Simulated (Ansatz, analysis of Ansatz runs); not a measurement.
# Local vibrational mode of the B-H pair in alpha-quartz (HSE06), part 2 of 2

Subject: B-H pair in alpha-quartz. Wanted: its local vibrational mode, in one set-up (HSE06, 36-site cell, PBE lattice, 420 eV, k: the zone centre alone). The model is a cell of 36 host atoms with B put on another atom's site and H put in between. The frequencies come from force constants among the defect atom and its neighbours, with the masses of the isotopes named. Exact exchange opens the gap, stiffens bonds and lessens the self-interaction error, at many times the cost.

Ansatz 0.2.0; HSE06, 36-site cell, PBE lattice, 420 eV, k: the zone centre alone.

So far: The structure; Relaxation, charge 0.

## 2. Relaxation, charge 0 (continued)

Level of this step: plane-wave PAW DFT, HSE06; relaxation of all atoms of a defect supercell (Ansatz).

The steps of the relaxation:

| step | energy less that of the first step (eV) | largest force component (eV/Å) |
| --- | --- | --- |
| 1 | 0.0000 | 10.1045 |
| 2 | -2.8000 | 4.4639 |
| 3 | -3.9236 | 1.3953 |
| 4 | -4.2474 | 0.5552 |
| 5 | -4.3646 | 0.6627 |
| 6 | -4.4817 | 0.8284 |
| 7 | -4.5897 | 0.6743 |
| 8 | -4.6801 | 0.5286 |
| 9 | -4.7148 | 0.0893 |
| 10 | -4.7148 | 0.0893 |
| 11 | -4.7165 | 0.0730 |
| 12 | -4.7176 | 0.0271 |
| 13 | -4.7179 | 0.0411 |
| 14 | -4.7182 | 0.1303 |
| 15 | -4.7185 | 0.0916 |
| 16 | -4.7189 | 0.0115 |
| 17 | -4.7189 | 0.0115 |
| 18 | -4.7189 | 0.0060 |

The atoms that moved most (Å, from the sites as typed, ahead of the random displacement, the mean shift of all atoms taken out):

| atom | dx | dy | dz | length |
| --- | --- | --- | --- | --- |
| H37 | 0.605 | 0.356 | -0.833 | 1.089 |
| O29 | -0.270 | 0.223 | 0.222 | 0.415 |
| O31 | -0.309 | 0.114 | -0.173 | 0.372 |
| O30 | -0.226 | -0.103 | 0.243 | 0.348 |
| O32 | -0.170 | -0.028 | -0.273 | 0.323 |
| B24 | -0.113 | 0.220 | 0.193 | 0.314 |
| O7 | 0.168 | 0.234 | 0.030 | 0.290 |
| O14 | -0.006 | 0.246 | 0.012 | 0.247 |

Final coordinates:

```xyz
37
Lattice="-2.5092 4.3460 5.5090 5.0183 0.0000 5.5090 5.0183 8.6920 0.0000" Properties=species:S:1:pos:R:3 pbc="T T T"
Si    4.9795    4.2928    3.6202
Si   -0.1068    4.3097    3.6584
Si    3.7689    2.0102    7.4068
Si    1.2934    6.4681    7.3471
Si    1.2560    2.1837    0.0341
Si    1.3061    2.1971    5.4206
O     4.1208    5.5213    4.2228
O     3.9858    5.3246   10.0079
O     0.7077    5.1217    2.5316
O     0.9272    5.0483    8.0292
O     2.6210    2.3822    6.3324
O     0.1399    6.8423    6.2900
O     0.1345    1.7441    1.1103
O     2.7442    6.3945    6.6513
O     3.9106    3.2799    2.9593
O     3.9530    3.2245    8.4543
O     5.8095    3.5144    4.7590
O     0.9335    3.5708    4.6573
Si    7.5220    8.6453    3.6096
Si    2.4219    8.6478    3.8305
Si    6.1601    6.5255    7.3815
Si    3.8152   10.6944    7.3091
Si    3.7167    6.5949    0.0374
B     3.6863    7.1553    6.0228
O     6.5671    9.7284    4.3248
O     6.4614    9.7322   10.0163
O     3.3674    9.3738    2.7301
O     3.4996    9.2829    8.0455
O     4.9901    7.1156    6.4317
O     2.5246   11.1352    6.4526
O     2.4416    6.2618    0.9579
O     5.0893   10.4665    6.3668
O     6.6121    7.5096    2.8944
O     6.5328    7.5582    8.5713
O     8.4634    7.9564    4.7233
O     3.3617    8.0045    4.9847
H     4.4800    6.3902    4.0344
```

Neighbours of the ideal centre at the end:

| atom | distance (Å) |
| --- | --- |
| B24 | 1.178 |
| O7 | 1.294 |
| H37 | 1.312 |
| O36 | 1.748 |
| O14 | 1.840 |
| O29 | 1.849 |
| Si1 | 2.813 |
| Si20 | 3.038 |

Neighbours of the added atoms: H37: O7 0.96, O36 2.18, Si1 2.20 Å.

This step gave:

| Quantity | Value |
| --- | --- |
| free energy | -20826.6118 eV |

The relaxation ends 128 meV an atom lower than the displaced start, with a largest force component of 0.0060 eV/Å.

## 3. Local vibrational modes

A local mode lives on the defect and the atoms next to it, so only the sites listed in the input are displaced, which costs far fewer SCF runs than the whole cell would.

This step: plane-wave PAW DFT, HSE06; finite-displacement force constants among the atoms nearest to a defect, the others at rest.

modes/input.yaml reads:

```yaml
crystal:
  lattice:
    - [-2.50916921, 4.34600856, 5.50897406]
    - [5.01833843, 0.0, 5.50897406]
    - [5.01833843, 8.69201713, 0.0]
  atoms:
    - { symbol: Si, position: [0.079383551, 0.577768876, 0.454188915] }
    - { symbol: Si, position: [0.590599609, 0.073486607, 0.200527576] }
[... 1 atom line left out ...]
    - { symbol: Si, position: [0.910038894, 0.423628747, 0.289124425] }
[... 2 atom lines left out ...]
    - { symbol: O, position: [0.29029568, 0.476228002, 0.490068521] }
[... 6 atom lines left out ...]
    - { symbol: O, position: [0.698094113, 0.509256142, 0.386627298] }
[... 2 atom lines left out ...]
    - { symbol: O, position: [0.055271463, 0.808594757, 0.376685328] }
[... 2 atom lines left out ...]
    - { symbol: Si, position: [0.603811969, 0.091516711, 0.693006085] }
    - { symbol: Si, position: [0.431566693, 0.908346354, 0.534958625] }
[... 2 atom lines left out ...]
    - { symbol: B, position: [0.590958191, 0.502309979, 0.527725517] }
[... 4 atom lines left out ...]
    - { symbol: O, position: [0.495875292, 0.671621504, 0.570696592] }
[... 4 atom lines left out ...]
    - { symbol: O, position: [0.561822766, 0.994052216, 0.588648532] }
[... 1 atom line left out ...]
    - { symbol: O, position: [0.577921352, 0.326907269, 0.631937301] }
    - { symbol: H, position: [0.287392421, 0.444934368, 0.591485598] }
basis:
  ecutwfc: 420
  xc_grid: 2
hamiltonian:
  xc: hse06
kpoints:
  mp_grid: { grid: [1, 1, 1] }
scf:
  occupations: { method: fermi_dirac, width: 0.01 }
  max_iter: 120
output: {}
checkpoint:
  read: "../relax.run"
phonons:
  supercell: [1, 1, 1]
  displaced_sites: [6, 36]
```

The run is started by

```
ansatz run input.yaml --threads 2 --pin off --max-ram 3768MiB --backend cpu --events-out ev --progress --plain --runs-dir out
```

Numbers of over 12 decimals in the logs are rounded to 6 here.

The log of the run:

```text
[...]
Warning: basis.xc_grid 2: finite-displacement phonons take 3 at the least, and a number is run as typed, so the frequencies can be off [figures from the program's tests cut]. [...]
[...]
Crystal: 37 atoms, lattice volume = 480.597 Å³
Basis set: ecut = 420 eV, 9403 PW (Γ), exchange–correlation on 100×100×144 points (8 copies of the dense FFT grid, shifted against one another)
Bands: 133, of which v1, the nominal top of the filled ones, is band 96 counted from 1 (95 counted from 0)
Symmetry: 1 space group operations
k-points: 1
[...]
Stability of the state it starts from, as read at its close in the unpolarized treatment: not read, because the functional holds exact exchange (a hybrid, or Hartree-Fock), whose exchange loop this test does not read (fock_operator)
[...]
Frozen-core exchange: fock
[...]
max |Σ_I F_I| component: 1.29e-5 eV/Å
--- Band table (eV) ---
[...]
--- Phonons: 12 displaced members + reference (amplitude 0.0025 Å, Σ member SCF iterations 160) ---
  symmetry images taken by strict's conditions (phonons.symmetry_images: auto; settled by no image being taken that strict refuses)
  force constants formed among 2 of 37 sites (O 6, H 36); the other 35 at rest. The modes move the named sites alone.
  the frequencies, the zero-point energy and the sums are of the block with the acoustic sum rule laid on its rows. Row sums over every site: 1.0e-4 eV/Å² at the most
  transpose residual: 6.8e-4 eV/Å²
  largest component of a force at the reference: 3.8e-3 eV/Å on a named site, 6.0e-3 eV/Å on a site at rest
  frequencies among the named sites at Γ of the cell (cm⁻¹): 218.97 224.22 370.65 768.68 960.68 3851.98
  unstable modes among the named sites: 0
  frequencies as built, with no sum rule (cm⁻¹): 218.95 224.22 370.64 768.68 960.69 3851.98
  zero-point energy: 0.396451 eV/cell   skipped modes (ω ≤ 0): 0
  not written: the harmonic force-constant file, the file of eigenvectors (these modes' are written with the force constants), the density of states and the dispersion, which are of every site
[key lines of the parts left out:]
Free energy (F): -20826.611786 eV
Fermi energy:    4.311229 eV
```

The job ended after 7.2 min (2 threads of Arm Neoverse V1, shared host; peak memory 0.82 GiB).

Numbers from this step:

```yaml
free_energy: -20826.6118 eV
```

The modes with the largest weight on the probed atoms (the light atom of a pair), for the masses of each isotope. Modes of the displaced atoms (local only where they lie over the host's phonons):

| isotopes | mode (cm⁻¹) | share of the defect atoms |
| --- | --- | --- |
| H | 3852 | 0.941 |
| H | 960.8 | 0.952 |
| H | 370.7 | 0.738 |
| D | 2805 | 0.886 |
| D | 696.1 | 0.903 |
| D | 184.2 | 0.675 |

## 4. Summary of results

```json
{
 "distance from the defect atom to its nearest neighbour": "0.959 Å",
 "O-H stretch, 1H": "3852 cm⁻¹",
 "time of the whole chain": "16 min on 2 threads"
}
```

O-H stretch, 1H: computed 3852 cm⁻¹, measured 3595 cm⁻¹; 257 cm⁻¹ (7 %) above the measurement. The computed value is harmonic, while the measured line is the anharmonic fundamental, which for X–H stretches usually lies a few per cent lower. Only the named neighbours move, so modes near the host's band are approximate. Limits: the zone centre alone is a coarse sampling for this cell; the periodic copies of the defect are only 7.5 Å apart.

[Logs are printed without paths, hosts, clocks, repeated set-up lines and the standing remarks that a program may print on its own settings, such as how far it seeks lower states.]

[Hosts, paths, dates, database ids (printed as entryN), source tags and the programs' standing remarks are cut or masked in the printed files.]

[For some hosts the program warned that the k-mesh of the response run may be too coarse for force constants and the static dielectric constant; such warnings are not shown here.]
